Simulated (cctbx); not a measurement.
# YbPr4CdAu2: precision against data quality

Space group I4/mcm (no. 140), a = 8.1770 Å, b = 8.1770 Å, c = 14.8680 Å, α = 90.00°, β = 90.00°, γ = 90.00°.

```csv
atom,mult.,x,y,z,Ueq (Å²)
Au1,8,0.1183,0.3817,0,0.0164
Yb1,4,0,0,0,0.0140
Pr1,16,0.3365,0.1635,0.1409,0.0208
Cd1,4,1/2,1/2,1/4,0.0163
```

The model is made up (kin elements in a known structure type, no relaxation), so it says nothing on whether the phase exists.

Five simulated data sets (cctbx; Mo Kα, λ = 0.71073 Å; 4 % proportional error) differ in resolution or exposure (noise floor 4 counts in the first three, 8 in the last two). Each is refined with the right model, isotropic at 1.1 Å and anisotropic otherwise. How do the figures of merit and the uncertainties move?

```csv
d min (Å),top counts,"⟨I/σ⟩ (unmerged, absences included)",unique,param. (scale apart),Rint,R1,GooF,largest s.u. xyz (fractional),s.u. U of Cd1 (Å²),largest error (Å)
1.1,20000,6.9,122,7,0.032,0.0213,2.63,0.00012,0.0010,0.0026
0.84,20000,6.4,256,14,0.038,0.0113,1.03,0.00003,0.0003,0.0005
0.6,20000,5.0,676,14,0.043,0.0113,0.93,0.00002,0.0001,0.0004
0.75,300,0.5,357,14,0.449,0.0749,0.96,0.00034,0.0030,0.0034
0.75,3000,2.6,357,14,0.090,0.0224,0.95,0.00006,0.0005,0.0010
```

GooF reaches 2.63 where the model lacks something that the data hold (anisotropy at the isotropic level, for one). The s.u. of U for Cd1 goes 0.0010, 0.0003, 0.0001 Å² with resolution and 0.0030, 0.0005 Å² with exposure.

The 1.1 Å row also differs in its displacement model, so it isn't a clean test of resolution.

Hardware for the 0.6 Å refinement: 0.56 s on 1 thread of Arm Neoverse N1, on a shared host, peak memory 0.09 GiB.

[Logs are printed without paths, hosts, clocks, repeated set-up lines and the standing remarks that a program may print on its own settings, such as how far it seeks lower states.]
